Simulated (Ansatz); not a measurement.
# Mg3RuS, from a guessed structure to a relaxed one

Starting from a made-up structure for Mg3RuS, the aim is the relaxed cell, its shortest contacts and, where a second run follows, its electronic structure.

Method: DFT, PBE, plane-wave PAW, default files, scalar-relativistic, no spin, cell and ions relaxed at zero pressure, in the first sound run; inputs show where later runs differ, in Ansatz 0.2.0.

### 1. Set-up

The structure is cubic, space group Pm-3m (No. 221). Conventional cell: a = 4.380 Å, b = 4.380 Å, c = 4.380 Å, α = 90.00°, β = 90.00°, γ = 90.00°. Nearest to Ru lie 12 Mg at 3.10 Å. S has 6 Mg at 2.19 Å nearest. Nearest to Mg lie 2 S at 2.19 Å. Farther neighbours and most contacts between anions are not listed.

### 2. Relaxing cell and atoms

The guess takes its coordinates from another compound and its volume from a rule, so the cell and any free coordinates are relaxed together.

input.yaml reads:

```yaml
crystal:
  lattice:
    - [4.38, 0.0, 0.0]
    - [0.0, 4.38, 0.0]
    - [0.0, 0.0, 4.38]
  atoms:
    - { symbol: Ru, position: [0.0, 0.0, 0.0] }
    - { symbol: S, position: [0.5, 0.5, 0.5] }
    - { symbol: Mg, position: [0.5, 0.5, 0.0] }
    - { symbol: Mg, position: [0.5, 0.0, 0.5] }
    - { symbol: Mg, position: [0.0, 0.5, 0.5] }
kpoints:
  mp_grid: { grid: [6, 6, 6] }
scf:
  occupations: { method: fermi_dirac, width: 0.05 }
hamiltonian:
  xc: pbe
  pseudopotentials: { kind: paw }
relax:
  f_tol: 0.015
  max_steps: 70
  cell: {}
output:
  forces: true
  stress: true
```

Command:

```console
> ansatz run input.yaml --threads 4 --pin off --max-ram 8192MiB --backend cpu --events-out ev --progress --plain --runs-dir out
```

Numbers of over 12 decimals in the logs are rounded to 6 here.

Log:

```text
Engine: ansatz 0.2.0, aarch64-unknown-linux-gnu
Pseudopotentials: kind: paw
Pseudopotential: Ru, paw, valence charge 16, recommended cutoff 420 eV (normal), Ru.paw.azcp
Pseudopotential: S, paw, valence charge 6, recommended cutoff 420 eV (normal), S.paw.azcp
Pseudopotential: Mg, paw, valence charge 10, recommended cutoff 420 eV (normal), Mg.paw.azcp
Functional definition: PBE
  parameter kappa = 0.804
  parameter beta = 0.066725
  exchange = pbe_x(kappa = kappa, mu = beta*pi^2/3)
  correlation = pbe_c(beta = beta)
Crystal: 5 atoms, lattice volume = 84.028 Å³
Basis set: ecut = 420 eV, 1647 PW (Γ), exchange–correlation on 60×60×60 points (8 copies of the dense FFT grid, shifted against one another)
Bands: 32, of which v1, the nominal top of the filled ones, is band 26 counted from 1 (25 counted from 0)
Symmetry: 48 space group operations
Space group: Pm-3m (ITA 221), of the structure as read, at distance tolerance 4.4e-5 Å
k-points: 20 of 216
Non-local potential: Ru, projectors of the file, l = 0: 3, l = 1: 2, l = 2: 2, l = 3: 1
Non-local potential: S, projectors of the file, l = 0: 2, l = 1: 2, l = 2: 2
Non-local potential: Mg, projectors of the file, l = 0: 3, l = 1: 2, l = 2: 1
PAW form: soft (Blöchl's): semilocal exchange-correlation on the pseudo side does not see the compensation charge
PAW one-centre angular grid: Ru, 590 points (default); XC on 64 Gauss nodes
PAW one-centre angular grid: S, 110 points (default); XC on 64 Gauss nodes
PAW one-centre angular grid: Mg, 110 points (default); XC on 64 Gauss nodes
Initial density: superposition of atomic densities (neutral atoms: chi_scale 0, normalization atom), corrected by the library's trained network
Initial wavefunctions: pseudopotential atomic-orbital guess
Functional: x = pbe(κ = 0.804, μ = 0.219515), c = pbe(β = 0.066725)
SCF iter   1: F=—  HF=-12549.993168 eV  |F-HF|=—  |Δ(HF+E_count)|=         —  Δρ=1.50e-2  dr2=2.39e-1  ethr=1.77e-3  ⟨swp⟩=6.2  Hψ=2968  notcnv=0
preconditioner: auto → Kerker (q_TF=auto, 2.519 Å⁻¹)  [metal: Δε(μ)=0.001 eV  Ē_g=7.235 eV  σ=0.050 eV  W_gap=0.01  n_scr=26 (ndim 8)  ℏωp=18.1 eV  f_vac=0.000  D(μ)=4.85/eV (n_scr^D=56)]
SCF iter   2: F=—  HF=-12549.971454 eV  |F-HF|=—  |Δ(HF+E_count)|=   2.17e-2  Δρ=8.10e-3  dr2=6.23e-2  ethr=4.59e-4  ⟨swp⟩=1.1  Hψ=803  notcnv=0
SCF iter   3: F=—  HF=-12549.962744 eV  |F-HF|=—  |Δ(HF+E_count)|=   8.71e-3  Δρ=1.30e-3  dr2=3.11e-3  ethr=1.20e-4  ⟨swp⟩=2.0  Hψ=683  notcnv=0  defer=7
SCF iter   4: F=—  HF=-12549.962060 eV  |F-HF|=—  |Δ(HF+E_count)|=   6.84e-4  Δρ=4.17e-4  dr2=2.17e-4  ethr=5.98e-6  ⟨swp⟩=2.0  Hψ=731  notcnv=0  defer=7
SCF iter   5: F=—  HF=-12549.962003 eV  |F-HF|=—  |Δ(HF+E_count)|=   5.60e-5  Δρ=8.24e-5  dr2=5.52e-6  ethr=4.17e-7  ⟨swp⟩=2.0  Hψ=801  notcnv=0  defer=7
SCF iter   6: F=—  HF=-12549.962518 eV  |F-HF|=—  |Δ(HF+E_count)|=   5.15e-4  Δρ=2.75e-5  dr2=6.28e-7  ethr=1.06e-8  ⟨swp⟩=2.0  Hψ=1128  notcnv=0  defer=7
SCF iter   7: F=-12549.962518 eV  HF=-12549.962518 eV  |F-HF|=7.21e-9  |Δ(HF+E_count)|=   4.67e-8  Δρ=7.03e-6  dr2=3.01e-8  ethr=1.92e-10  ⟨swp⟩=4.0  Hψ=2297  notcnv=0
SCF 1 converged in 7 iterations: F = -12549.962518 eV  dr2 = 3.01e-8
  greatest PAW one-centre occupation: 1.000 electrons in one spin orbital (limit 2), on the Mg atom at site 4 (counted from 0), in its partial waves of l = 0
relax step   1: F+E_penalty+E_count = -12549.96251795 eV  Δ(F+E_penalty+E_count) = +0.000e0 eV  max|allowed force component| = 4.519e-29 eV/Å  Δτ_max = 0.0000 Å  P = +16.966 GPa  Ω = 84.028 Å³  (7 SCF iters, dr2 threshold 1.00e-7 eV, accepted)
Crystal: 5 atoms, lattice volume = 94.457 Å³
Basis set: ecut = 420 eV, 1839 PW (Γ), exchange–correlation on 60×60×60 points (8 copies of the dense FFT grid, shifted against one another)
Initial density: handed on by an earlier stage of this run
Initial wavefunctions: those handed on with the density
iter 1 solved again at ethr=1.87e-3 eV; its pass at ethr=3.10e-3 eV (dr2=9.73e-1 eV) is discarded
SCF iter   1: F=—  HF=-12550.743234 eV  |F-HF|=—  |Δ(HF+E_count)|=         —  Δρ=2.14e-2  dr2=9.80e-1  ethr=1.87e-3  ⟨swp⟩=1.0  Hψ=3087  notcnv=0
preconditioner: auto → Kerker (q_TF=auto, 2.470 Å⁻¹)  [metal: Δε(μ)=0.014 eV  Ē_g=6.766 eV  σ=0.050 eV  W_gap=0.07  n_scr=26 (ndim 8)  ℏωp=17.1 eV  f_vac=0.000  D(μ)=5.27/eV (n_scr^D=56)]
SCF iter   2: F=—  HF=-12550.674243 eV  |F-HF|=—  |Δ(HF+E_count)|=   6.90e-2  Δρ=9.84e-3  dr2=2.48e-1  ethr=1.87e-3  ⟨swp⟩=1.1  Hψ=644  notcnv=0
SCF iter   3: F=—  HF=-12550.650869 eV  |F-HF|=—  |Δ(HF+E_count)|=   2.34e-2  Δρ=1.80e-3  dr2=5.42e-3  ethr=4.76e-4  ⟨swp⟩=2.0  Hψ=758  notcnv=0
SCF iter   4: F=—  HF=-12550.649687 eV  |F-HF|=—  |Δ(HF+E_count)|=   1.18e-3  Δρ=4.41e-4  dr2=4.46e-4  ethr=1.04e-5  ⟨swp⟩=2.0  Hψ=879  notcnv=0
SCF iter   5: F=—  HF=-12550.650229 eV  |F-HF|=—  |Δ(HF+E_count)|=   5.42e-4  Δρ=1.51e-4  dr2=2.80e-5  ethr=8.57e-7  ⟨swp⟩=2.1  Hψ=902  notcnv=0
SCF iter   6: F=—  HF=-12550.650222 eV  |F-HF|=—  |Δ(HF+E_count)|=   6.36e-6  Δρ=6.49e-5  dr2=5.88e-6  ethr=5.38e-8  ⟨swp⟩=2.0  Hψ=1090  notcnv=0
SCF iter   7: F=-12550.650222 eV  HF=-12550.650222 eV  |F-HF|=3.49e-8  |Δ(HF+E_count)|=   1.23e-7  Δρ=1.23e-5  dr2=1.47e-7  ethr=9.62e-10  ⟨swp⟩=3.1  Hψ=2401  notcnv=0
SCF 2 converged in 7 iterations: F = -12550.650222 eV  dr2 = 1.47e-7
relax step   2: F+E_penalty+E_count = -12550.65022200 eV  Δ(F+E_penalty+E_count) = -6.877e-1 eV  max|allowed force component| = 9.953e-30 eV/Å  Δτ_max = 0.0000 Å  P = +5.256 GPa  Ω = 94.457 Å³  energy of the carried Pulay correction = -1.117e-3 eV  (7 SCF iters, dr2 threshold 5.00e-7 eV, accepted)
Crystal: 5 atoms, lattice volume = 100.021 Å³
Basis set: ecut = 420 eV, 1935 PW (Γ), exchange–correlation on 60×60×60 points (8 copies of the dense FFT grid, shifted against one another)
iter 1 solved again at ethr=4.83e-4 eV; its pass at ethr=3.10e-3 eV (dr2=2.51e-1 eV) is discarded
SCF iter   1: F=—  HF=-12550.777704 eV  |F-HF|=—  |Δ(HF+E_count)|=         —  Δρ=1.06e-2  dr2=2.53e-1  ethr=4.83e-4  ⟨swp⟩=1.1  Hψ=2943  notcnv=0
preconditioner: auto → Kerker (q_TF=auto, 2.446 Å⁻¹)  [metal: Δε(μ)=0.006 eV  Ē_g=6.523 eV  σ=0.050 eV  W_gap=0.03  n_scr=26 (ndim 8)  ℏωp=16.6 eV  f_vac=0.000  D(μ)=5.22/eV (n_scr^D=56)]
SCF iter   2: F=—  HF=-12550.761164 eV  |F-HF|=—  |Δ(HF+E_count)|=   1.65e-2  Δρ=4.46e-3  dr2=5.36e-2  ethr=4.83e-4  ⟨swp⟩=1.0  Hψ=640  notcnv=0
SCF iter   3: F=—  HF=-12550.756946 eV  |F-HF|=—  |Δ(HF+E_count)|=   4.22e-3  Δρ=9.68e-4  dr2=9.87e-4  ethr=1.03e-4  ⟨swp⟩=1.0  Hψ=640  notcnv=0
SCF iter   4: F=—  HF=-12550.756754 eV  |F-HF|=—  |Δ(HF+E_count)|=   1.92e-4  Δρ=2.34e-4  dr2=1.21e-4  ethr=1.90e-6  ⟨swp⟩=2.0  Hψ=813  notcnv=0
SCF iter   5: F=—  HF=-12550.757373 eV  |F-HF|=—  |Δ(HF+E_count)|=   6.19e-4  Δρ=7.29e-5  dr2=9.59e-6  ethr=2.34e-7  ⟨swp⟩=2.2  Hψ=990  notcnv=0
SCF iter   6: F=—  HF=-12550.757371 eV  |F-HF|=—  |Δ(HF+E_count)|=   2.20e-6  Δρ=4.35e-5  dr2=2.49e-6  ethr=1.84e-8  ⟨swp⟩=2.8  Hψ=1203  notcnv=0
SCF iter   7: F=-12550.757371 eV  HF=-12550.757371 eV  |F-HF|=4.66e-8  |Δ(HF+E_count)|=   1.03e-7  Δρ=8.14e-6  dr2=8.82e-8  ethr=9.62e-10  ⟨swp⟩=3.0  Hψ=2320  notcnv=0
SCF 3 converged in 7 iterations: F = -12550.757371 eV  dr2 = 8.82e-8
relax step   3: F+E_penalty+E_count = -12550.75737067 eV  Δ(F+E_penalty+E_count) = -1.071e-1 eV  max|allowed force component| = 6.304e-30 eV/Å  Δτ_max = 0.0000 Å  P = +1.134 GPa  Ω = 100.021 Å³  energy of the carried Pulay correction = -1.662e-3 eV  (7 SCF iters, dr2 threshold 5.00e-7 eV, accepted)
Crystal: 5 atoms, lattice volume = 102.014 Å³
iter 1 solved again at ethr=6.20e-5 eV; its pass at ethr=3.10e-3 eV (dr2=3.22e-2 eV) is discarded
SCF iter   1: F=—  HF=-12550.765330 eV  |F-HF|=—  |Δ(HF+E_count)|=         —  Δρ=3.79e-3  dr2=3.24e-2  ethr=6.20e-5  ⟨swp⟩=1.0  Hψ=2977  notcnv=0
preconditioner: auto → Kerker (q_TF=auto, 2.438 Å⁻¹)  [metal: Δε(μ)=0.001 eV  Ē_g=6.432 eV  σ=0.050 eV  W_gap=0.01  n_scr=26 (ndim 8)  ℏωp=16.4 eV  f_vac=0.000  D(μ)=5.63/eV (n_scr^D=56)]
SCF iter   2: F=—  HF=-12550.763455 eV  |F-HF|=—  |Δ(HF+E_count)|=   1.88e-3  Δρ=1.63e-3  dr2=7.14e-3  ethr=6.20e-5  ⟨swp⟩=1.0  Hψ=640  notcnv=0
SCF iter   3: F=—  HF=-12550.762942 eV  |F-HF|=—  |Δ(HF+E_count)|=   5.12e-4  Δρ=3.37e-4  dr2=1.60e-4  ethr=1.37e-5  ⟨swp⟩=1.0  Hψ=640  notcnv=0
SCF iter   4: F=—  HF=-12550.763548 eV  |F-HF|=—  |Δ(HF+E_count)|=   6.05e-4  Δρ=7.04e-5  dr2=7.94e-6  ethr=3.07e-7  ⟨swp⟩=2.3  Hψ=882  notcnv=0
SCF iter   5: F=—  HF=-12550.763546 eV  |F-HF|=—  |Δ(HF+E_count)|=   1.77e-6  Δρ=2.60e-5  dr2=1.43e-6  ethr=1.53e-8  ⟨swp⟩=2.2  Hψ=1076  notcnv=0
SCF iter   6: F=-12550.763545 eV  HF=-12550.763545 eV  |F-HF|=9.37e-9  |Δ(HF+E_count)|=   3.71e-7  Δρ=9.33e-6  dr2=6.14e-8  ethr=9.62e-10  ⟨swp⟩=4.1  Hψ=2203  notcnv=0
SCF 4 converged in 6 iterations: F = -12550.763545 eV  dr2 = 6.14e-8
  greatest PAW one-centre occupation: 1.000 electrons in one spin orbital (limit 2), on the Mg atom at site 2 (counted from 0), in its partial waves of l = 0
relax step   4: F+E_penalty+E_count = -12550.76354538 eV  Δ(F+E_penalty+E_count) = -6.175e-3 eV  max|allowed force component| = 6.403e-30 eV/Å  Δτ_max = 0.0000 Å  P = -0.092 GPa  Ω = 102.014 Å³  energy of the carried Pulay correction = -1.849e-3 eV  (6 SCF iters, dr2 threshold 5.00e-7 eV, accepted)
Crystal: 5 atoms, lattice volume = 101.862 Å³
iter 1 solved again at ethr=3.79e-7 eV; its pass at ethr=3.10e-3 eV (dr2=1.97e-4 eV) is discarded
SCF iter   1: F=—  HF=-12550.762989 eV  |F-HF|=—  |Δ(HF+E_count)|=         —  Δρ=2.97e-4  dr2=1.95e-4  ethr=3.79e-7  ⟨swp⟩=2.0  Hψ=2335  notcnv=0
preconditioner: auto → Kerker (q_TF=auto, 2.439 Å⁻¹)  [metal: Δε(μ)=0.003 eV  Ē_g=6.435 eV  σ=0.050 eV  W_gap=0.01  n_scr=26 (ndim 8)  ℏωp=16.5 eV  f_vac=0.000  D(μ)=5.85/eV (n_scr^D=56)]
SCF iter   2: F=—  HF=-12550.762980 eV  |F-HF|=—  |Δ(HF+E_count)|=   8.32e-6  Δρ=1.32e-4  dr2=4.58e-5  ethr=3.74e-7  ⟨swp⟩=1.0  Hψ=640  notcnv=0
SCF iter   3: F=—  HF=-12550.763605 eV  |F-HF|=—  |Δ(HF+E_count)|=   6.25e-4  Δρ=2.90e-5  dr2=9.13e-7  ethr=8.80e-8  ⟨swp⟩=2.2  Hψ=839  notcnv=0
SCF iter   4: F=—  HF=-12550.763604 eV  |F-HF|=—  |Δ(HF+E_count)|=   9.82e-7  Δρ=7.12e-6  dr2=7.25e-8  ethr=1.76e-9  ⟨swp⟩=2.9  Hψ=1222  notcnv=0
iter 5 did not close the SCF: its close was put off for the readings that it lacked (scf_convergence_deferred on its scf_iter line)
SCF iter   5: F=-12550.763604 eV  HF=-12550.763604 eV  |F-HF|=4.04e-9  |Δ(HF+E_count)|=   2.12e-8  Δρ=3.24e-6  dr2=1.31e-8  ethr=1.39e-10  ⟨swp⟩=2.0  Hψ=940  notcnv=0
SCF iter   6: F=-12550.763604 eV  HF=-12550.763604 eV  |F-HF|=6.04e-10  |Δ(HF+E_count)|=  9.75e-10  Δρ=9.77e-7  dr2=1.27e-9  ethr=2.52e-11  ⟨swp⟩=3.0  Hψ=2131  notcnv=0
SCF 5 converged in 6 iterations: F = -12550.763604 eV  dr2 = 1.27e-9
  greatest PAW one-centre occupation: 1.000 electrons in one spin orbital (limit 2), on the Mg atom at site 3 (counted from 0), in its partial waves of l = 0
relax step   5: F+E_penalty+E_count = -12550.76360448 eV  Δ(F+E_penalty+E_count) = -5.909e-5 eV  max|allowed force component| = 1.129e-29 eV/Å  Δτ_max = 0.0000 Å  P = -0.002 GPa  Ω = 101.862 Å³  energy of the carried Pulay correction = -1.835e-3 eV  (6 SCF iters, dr2 threshold 2.12e-8 eV, accepted)
Basis set: ecut = 420 eV, 1935 PW (Γ), exchange–correlation on 64×64×64 points (8 copies of the dense FFT grid, shifted against one another)
Initial wavefunctions: pseudopotential atomic-orbital guess (no wavefunctions were taken with the density)
iter 1 solved again at ethr=8.67e-7 eV; its pass at ethr=3.10e-3 eV (dr2=4.51e-4 eV) is discarded
SCF iter   1: F=—  HF=-12550.766622 eV  |F-HF|=—  |Δ(HF+E_count)|=         —  Δρ=4.61e-4  dr2=1.22e-5  ethr=8.67e-7  ⟨swp⟩=2.5  Hψ=4233  notcnv=0
preconditioner: auto → Kerker (q_TF=auto, 2.439 Å⁻¹)  [metal: Δε(μ)=0.003 eV  Ē_g=6.435 eV  σ=0.050 eV  W_gap=0.02  n_scr=26 (ndim 8)  ℏωp=16.5 eV  f_vac=0.000  D(μ)=5.84/eV (n_scr^D=56)]
SCF iter   2: F=—  HF=-12550.767236 eV  |F-HF|=—  |Δ(HF+E_count)|=   6.14e-4  Δρ=2.33e-4  dr2=2.91e-6  ethr=2.35e-8  ⟨swp⟩=2.0  Hψ=1094  notcnv=0
SCF iter   3: F=—  HF=-12550.767458 eV  |F-HF|=—  |Δ(HF+E_count)|=   2.21e-4  Δρ=5.79e-5  dr2=7.04e-7  ethr=5.59e-9  ⟨swp⟩=2.0  Hψ=756  notcnv=0
SCF iter   4: F=—  HF=-12550.767469 eV  |F-HF|=—  |Δ(HF+E_count)|=   1.16e-5  Δρ=1.97e-5  dr2=1.27e-7  ethr=1.35e-9  ⟨swp⟩=1.1  Hψ=641  notcnv=0
SCF iter   5: F=—  HF=-12550.767471 eV  |F-HF|=—  |Δ(HF+E_count)|=   1.46e-6  Δρ=3.39e-6  dr2=1.25e-8  ethr=2.44e-10  ⟨swp⟩=1.4  Hψ=649  notcnv=0
SCF iter   6: F=—  HF=-12550.767471 eV  |F-HF|=—  |Δ(HF+E_count)|=   2.86e-8  Δρ=4.16e-7  dr2=3.19e-10  ethr=2.40e-11  ⟨swp⟩=1.6  Hψ=690  notcnv=0
SCF iter   7: F=-12550.767471 eV  HF=-12550.767471 eV  |F-HF|=5.46e-12  |Δ(HF+E_count)|=  2.42e-10  Δρ=1.43e-7  dr2=2.75e-11  ethr=1.00e-12  ⟨swp⟩=4.8  Hψ=2283  notcnv=0
SCF 6 converged in 7 iterations: F = -12550.767471 eV  dr2 = 2.75e-11
relax step   6: F+E_penalty+E_count = -12550.76747064 eV  Δ(F+E_penalty+E_count) = -3.866e-3 eV  max|allowed force component| = 1.250e-29 eV/Å  Δτ_max = 0.0000 Å  P = +0.083 GPa  Ω = 101.862 Å³  stress off target by 8.33e-2 GPa  SCF on the basis re-selected at this cell (its energy is not comparable with the rows above)  (7 SCF iters)
basis re-selected at this cell: Δ(F+E_penalty+E_count) = -3.866e-3 eV, ΔP = +0.086 GPa vs the last step (what re-selecting the basis moved, of the pressure what is left beyond the Pulay correction that the steps carried, after the strain that the cell walked since its last selection, with what the two solves' SCF thresholds leave and, on support functions, any second-order correction that the steps lacked; it is no measure of the basis error at this ecutwfc). The dense FFT grid was sized anew with the basis: this SCF ran on 32×32×32 points, the steps before it on 30×30×30, so part of this shift can come from that change (see relax.cell in the input reference). [rest of the remark cut]
Crystal: 5 atoms, lattice volume = 102.004 Å³
iter 1 solved again at ethr=3.09e-7 eV; its pass at ethr=3.10e-3 eV (dr2=1.61e-4 eV) is discarded
SCF iter   1: F=—  HF=-12550.767593 eV  |F-HF|=—  |Δ(HF+E_count)|=         —  Δρ=2.71e-4  dr2=1.65e-4  ethr=3.09e-7  ⟨swp⟩=2.0  Hψ=2348  notcnv=0
preconditioner: auto → Kerker (q_TF=auto, 2.438 Å⁻¹)  [metal: Δε(μ)=0.004 eV  Ē_g=6.430 eV  σ=0.050 eV  W_gap=0.02  n_scr=26 (ndim 8)  ℏωp=16.4 eV  f_vac=0.000  D(μ)=5.83/eV (n_scr^D=56)]
SCF iter   2: F=—  HF=-12550.767586 eV  |F-HF|=—  |Δ(HF+E_count)|=   6.39e-6  Δρ=1.19e-4  dr2=3.79e-5  ethr=3.09e-7  ⟨swp⟩=1.0  Hψ=640  notcnv=0
SCF iter   3: F=—  HF=-12550.767505 eV  |F-HF|=—  |Δ(HF+E_count)|=   8.16e-5  Δρ=2.47e-5  dr2=7.76e-7  ethr=7.28e-8  ⟨swp⟩=1.1  Hψ=662  notcnv=0
SCF iter   4: F=—  HF=-12550.767497 eV  |F-HF|=—  |Δ(HF+E_count)|=   7.16e-6  Δρ=5.88e-6  dr2=5.39e-8  ethr=1.49e-9  ⟨swp⟩=2.0  Hψ=831  notcnv=0
iter 5 did not close the SCF: its close was put off for the readings that it lacked (scf_convergence_deferred on its scf_iter line)
SCF iter   5: F=-12550.767497 eV  HF=-12550.767497 eV  |F-HF|=4.23e-9  |Δ(HF+E_count)|=   5.22e-9  Δρ=2.09e-6  dr2=8.30e-9  ethr=1.04e-10  ⟨swp⟩=1.1  Hψ=667  notcnv=0
SCF iter   6: F=-12550.767497 eV  HF=-12550.767497 eV  |F-HF|=6.18e-11  |Δ(HF+E_count)|=   1.86e-9  Δρ=4.67e-7  dr2=3.00e-10  ethr=1.60e-11  ⟨swp⟩=2.9  Hψ=2250  notcnv=0
SCF 7 converged in 6 iterations: F = -12550.767497 eV  dr2 = 3.00e-10
relax step   7: F+E_penalty+E_count = -12550.76749745 eV  Δ(F+E_penalty+E_count) = -2.681e-5 eV  max|allowed force component| = 6.108e-29 eV/Å  Δτ_max = 0.0000 Å  P = +0.003 GPa  Ω = 102.004 Å³  energy of the carried Pulay correction = -1.107e-5 eV  (6 SCF iters, dr2 threshold 1.74e-8 eV, accepted)
iter 1 solved again at ethr=7.37e-7 eV; its pass at ethr=3.10e-3 eV (dr2=3.83e-4 eV) is discarded
SCF iter   1: F=—  HF=-12550.767588 eV  |F-HF|=—  |Δ(HF+E_count)|=         —  Δρ=6.65e-6  dr2=3.06e-8  ethr=7.37e-7  ⟨swp⟩=2.6  Hψ=4262  notcnv=0
eigensolver tolerance schedule: the retry pair's looser diagonalisation over-reported the residual by 12498.54 of it (diagonalisation noise at an unbounded share of the residual, at the tolerance the schedule requests for it); recorded, not acted on — ethr = c·dr2/N_el stays at c = 1.0e-1
preconditioner: auto → Kerker (q_TF=auto, 2.438 Å⁻¹)  [metal: Δε(μ)=0.003 eV  Ē_g=6.430 eV  σ=0.050 eV  W_gap=0.02  n_scr=26 (ndim 8)  ℏωp=16.4 eV  f_vac=0.000  D(μ)=5.84/eV (n_scr^D=56)]
SCF iter   2: F=—  HF=-12550.767511 eV  |F-HF|=—  |Δ(HF+E_count)|=   7.70e-5  Δρ=3.28e-6  dr2=6.42e-9  ethr=5.89e-11  ⟨swp⟩=3.0  Hψ=1667  notcnv=0
SCF iter   3: F=—  HF=-12550.767511 eV  |F-HF|=—  |Δ(HF+E_count)|=   1.54e-9  Δρ=2.23e-6  dr2=2.95e-9  ethr=1.24e-11  ⟨swp⟩=1.1  Hψ=641  notcnv=0
SCF iter   4: F=—  HF=-12550.767511 eV  |F-HF|=—  |Δ(HF+E_count)|=   1.78e-9  Δρ=8.62e-7  dr2=5.11e-10  ethr=5.68e-12  ⟨swp⟩=2.9  Hψ=1172  notcnv=0
SCF iter   5: F=—  HF=-12550.767511 eV  |F-HF|=—  |Δ(HF+E_count)|=  3.31e-10  Δρ=3.31e-7  dr2=1.02e-10  ethr=1.00e-12  ⟨swp⟩=2.0  Hψ=719  notcnv=0
SCF iter   6: F=-12550.767511 eV  HF=-12550.767511 eV  |F-HF|=3.64e-12  |Δ(HF+E_count)|=  2.55e-11  Δρ=2.26e-7  dr2=3.85e-11  ethr=1.00e-12  ⟨swp⟩=4.0  Hψ=1917  notcnv=0
SCF 8 converged in 6 iterations: F = -12550.767511 eV  dr2 = 3.85e-11
relax step   8: F+E_penalty+E_count = -12550.76751088 eV  Δ(F+E_penalty+E_count) = -1.342e-5 eV  max|allowed force component| = 4.274e-29 eV/Å  Δτ_max = 0.0000 Å  P = +0.002 GPa  Ω = 102.004 Å³  stress off target by 2.24e-3 GPa  SCF on the basis re-selected at this cell (its energy is not comparable with the rows above)  (6 SCF iters)
basis re-selected at this cell: Δ(F+E_penalty+E_count) = -1.342e-5 eV, ΔP = -0.000 GPa vs the last step (what re-selecting the basis moved, of the pressure what is left beyond the Pulay correction that the steps carried, after the strain that the cell walked since its last selection, with what the two solves' SCF thresholds leave and, on support functions, any second-order correction that the steps lacked; it is no m [...]
SCF converged after 6 iterations
Free energy (F): -12550.767511 eV
Harris-Foulkes:  -12550.767511 eV  (|F-HF|=3.64e-12)
Internal energy: -12550.725332 eV  (E = F + TS)
E sigma→0 (E₀):  -12550.746421 eV
Entropy (-TS):   -0.042179 eV (-8.436 meV/atom)
Fermi energy:    7.907614 eV
--- Per-component energies (eV) ---
  E_band       = -1282.502304
  E_kinetic    = 852.062571
  E_local      = -6898.658622  (includes V_loc(G=0)·N_el)
  E_nonlocal   = 662.058553
  E_hartree    = 2425.932029
  E_xc         = -372.865425
  E_vxc        = -436.270904  (∫ρ·V_xc dr)
  E_paw        = -4940.208936  (= ΣΔE_a)
  E_vpaw       = -313.557763  (= ΣTr[D̂ρ^β])
  E_aug_tail   = -0.000190  (compensation charges beyond the density's cutoff)
  E_ewald      = -4279.045313
  E_smearing   = -0.042179  (= −TS)
  E_closure    = 0.000000  (closes the sum)
  Σ components = -12550.767511   (vs F -12550.767511, Δ=0.00e0)
--- Forces (eV/Å), atoms counted from 1 ---
  atom   1  Ru    -0.00000000     0.00000000    -0.00000000
  atom   2  S      0.00000000    -0.00000000     0.00000000
  atom   3  Mg     0.00000000     0.00000000     0.00000000
  atom   4  Mg     0.00000000     0.00000000    -0.00000000
  atom   5  Mg     0.00000000    -0.00000000    -0.00000000
  max |Σ_I F_I| component: 5.82e-29 eV/Å
--- Stress (GPa, compression-positive) ---
        0.002243       0.000000      -0.000000
        0.000000       0.002243      -0.000000
       -0.000000      -0.000000       0.002243
  P = ⅓ Tr σ = 0.0022 GPa (0.022 kbar)
--- Relaxed structure (6 steps of the walk, 6 accepted, 2 SCFs on fresh bases) ---
  F+E_penalty+E_count = -12550.76751088 eV   max|allowed force component| = 4.274e-29 eV/Å   (the final SCF, on the basis selected at the relaxed cell)
  cell:  # Å, volume = 102.0036 Å³
    - [4.672383, 0, 0]
    - [0, 4.672383, 0.0]
    - [0, 0.0, 4.672383]
  atoms:
    - { symbol: Ru, position: [0, 0, 0] }
    - { symbol: S, position: [0.500000, 0.500000, 0.500000] }
    - { symbol: Mg, position: [0.500000, 0.500000, 0] }
    - { symbol: Mg, position: [0.500000, 0, 0.500000] }
    - { symbol: Mg, position: [0, 0.500000, 0.500000] }
```

It took 5 s on 4 threads of Arm Neoverse V2, shared host; peak memory 0.43 GiB.

(Part 1 of 2 ends here.)

[Logs are printed without paths, hosts, clocks, repeated set-up lines and the standing remarks that a program may print on its own settings, such as how far it seeks lower states.]

[Hosts, paths, dates, database ids (printed as entryN), source tags and the programs' standing remarks are cut or masked in the printed files.]
